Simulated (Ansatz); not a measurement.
Consider InSe (R3m).

The database entry behind the starting cell differs from later determinations by our own check (c about 1.5 % long), so it need not match the best structure at ambient conditions.

```
In Se
1.0
     2.00000    1.15470    8.44000
    -2.00000    1.15470    8.44000
     0.00000   -2.30940    8.44000
In Se
2 2
Cartesian
  0.0000 0.0000 0.0000
  0.0000 0.0000 2.8206
  0.0000 0.0000 15.6098
  0.0000 0.0000 20.9675
```

The cell and positions come from the Crystallography Open Database and are kept as given unless a step says otherwise. PAW set soft_2, made with PBE.

Gaps computed with Ansatz 0.2.0 without a self-energy: LDA 0.22 eV, r2SCAN 0.87 eV and PBE0 1.78 eV. The mean ε∞ by r2SCAN perturbation theory is 7.26.

Question: What gap should G0W0 on r2SCAN give (4×4×4 mesh, 751 empty bands, screening to 200 eV, default PAW files)?

About 1.37 eV: on its mesh the run moves the gap from 0.86 eV by +0.51 eV. Among the scalar-relativistic levels given, PBE0 is nearest (+0.41 eV). One-shot corrections scale roughly with one over ε∞, here 0.14. Bands and cutoff are finite, so the gap is not at the basis limit. The miss can reach some tenths of an eV and take either sign; the mesh is an error of its own. The many-body steps are scalar-relativistic: spin-orbit coupling is not in them.

[Paths, hosts, dates, memory and timing lines, banners, echoed tables and standing remarks are left out of the program output.]

[Logs are printed without paths, hosts, clocks, repeated set-up lines and the standing remarks that a program may print on its own settings, such as how far it seeks lower states.]

[Runs of the session that timed out or met a known fault of the program may be left out.]

[Cells called generated may have been cut or substituted from an entry of the Crystallography Open Database or the Materials Project.]

[Hosts, paths, dates, database ids (printed as entryN), source tags and the programs' standing remarks are cut or masked in the printed files.]
